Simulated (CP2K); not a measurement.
Consider ethanol at its PBE geometry (Å).

```xyz
9

C    -0.8763    0.2191    0.1914
C     0.3942   -0.3493   -0.4260
O     1.5752    0.3867   -0.0497
H    -1.7587   -0.3503   -0.1354
H    -1.0112    1.2691   -0.1000
H    -0.8363    0.1688    1.2900
H     0.5108   -1.4169   -0.1691
H     0.3590   -0.2792   -1.5214
H     1.6433    0.3519    0.9202
```

Method: CP2K XAS_TDP, all-electron GAPW, PBEh(45%), aug-cc-pVDZ, TDA, no relativity.

Question: Predict the bright core excitations at the O K edge.

Leading lines: O3 530.06 eV. The leading line of an atom is its first one with 35 % of the strongest within 2.5 eV of its lowest line over the strength cut. 

The first six lines of each atom with a strength over 0.0015:

```
                  atom  energy (eV)  states  strength, one atom
O3 (bonded to C and H)       530.06       1              0.0167
                             531.73       1              0.0108
                             532.05       1              0.0078
                             532.16       1              0.0040
                             532.45       1              0.0168
                             532.89       1              0.0081
```

Lines are vertical, at one geometry, with no vibrational structure. Without a correction of the core level, line positions, and the gaps between valence and Rydberg lines, follow the share of exact exchange. At this level such K lines come out 3 to 6 eV under measured ones. These values hold no scalar relativity, about 0.4 eV for O 1s. Rydberg lines, and the discretised continuum above threshold, depend on the basis and the box.

[Banner, clock and machine lines of the logs are left out without a mark of their own.]

[Logs are printed without paths, hosts, clocks, repeated set-up lines and the standing remarks that a program may print on its own settings, such as how far it seeks lower states.]

[Hosts, paths, dates, database ids (printed as entryN), source tags and the programs' standing remarks are cut or masked in the printed files.]
